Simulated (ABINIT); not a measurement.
Planning a run of ABINIT 10.8.3 on H6PbCBr3N (Pm). The input:

```
acell 3*1.0 Angstrom
rprim 
  6.038531000000 -0.000000000000 -0.000000000000
  -0.000000000000 6.059680000000 0.000000000000
  -0.007679000000 0.000000000000 6.128174000000
ntypat 5
znucl 1 82 6 35 7
natom 12
typat 1 1 1 1 1 1 2 3 4 4 4 5
xred 
  0.218258000000 0.862101000000 0.968190000000
  0.177786000000 0.000000000000 0.198636000000
  0.825095000000 0.851944000000 0.061619000000
  0.869341000000 0.000000000000 0.811715000000
  0.825095000000 0.148056000000 0.061619000000
  0.218258000000 0.137899000000 0.968190000000
  0.475266000000 0.500000000000 0.477994000000
  0.897311000000 0.000000000000 0.988520000000
  0.430028000000 0.500000000000 0.972748000000
  0.434852000000 0.000000000000 0.512708000000
  0.966538000000 0.500000000000 0.440736000000
  0.140606000000 0.000000000000 0.032465000000
pp_dirpath "pseudos"
pseudos "H.upf, Pb.upf, C.upf, Br.upf, N.upf"
ecut 37
ngkpt 2 2 2
nshiftk 1
shiftk 0 0 0
kptopt 1
chksymbreak 0
istwfk *1
occopt 1
irdwfk 1
optdriver 3
nband 165
ecuteps 3.3
inclvkb 2
awtr 1
symchi 1
gwcalctyp 10
mbpt_sciss 2.335 eV
nqptdm 1
qptdm 
  0 0 0
indata_prefix "in"
outdata_prefix "out"
tmpdata_prefix "tmp"
```

```sh
OMP_NUM_THREADS=1 mpirun -n 8 abinit run.abi > log
```

Question: How long will it take on 8 MPI ranks of Arm Neoverse V1, shared host, and how much memory?

It took 1.7 min; on shared hardware allow 50 s to 3.3 min. Peak host memory was 8.4 GiB.

[Paths, hosts, dates, memory and timing lines, banners, echoed tables and standing remarks are left out of the program output.]

[Logs are printed without paths, hosts, clocks, repeated set-up lines and the standing remarks that a program may print on its own settings, such as how far it seeks lower states.]

[Runs of the session that timed out or met a known fault of the program may be left out.]

[Hosts, paths, dates, database ids (printed as entryN), source tags and the programs' standing remarks are cut or masked in the printed files.]

[G0W0 gaps are taken among the corrected bands and points alone; a level outside them can change the order at an edge.]

[Where Ansatz stands beside ABINIT at settings called matched, ABINIT's density can come from a denser mesh and the files from another edition; pairs whose starting gaps differed by over 0.03 eV were left out, so agreement reads better than it is.]
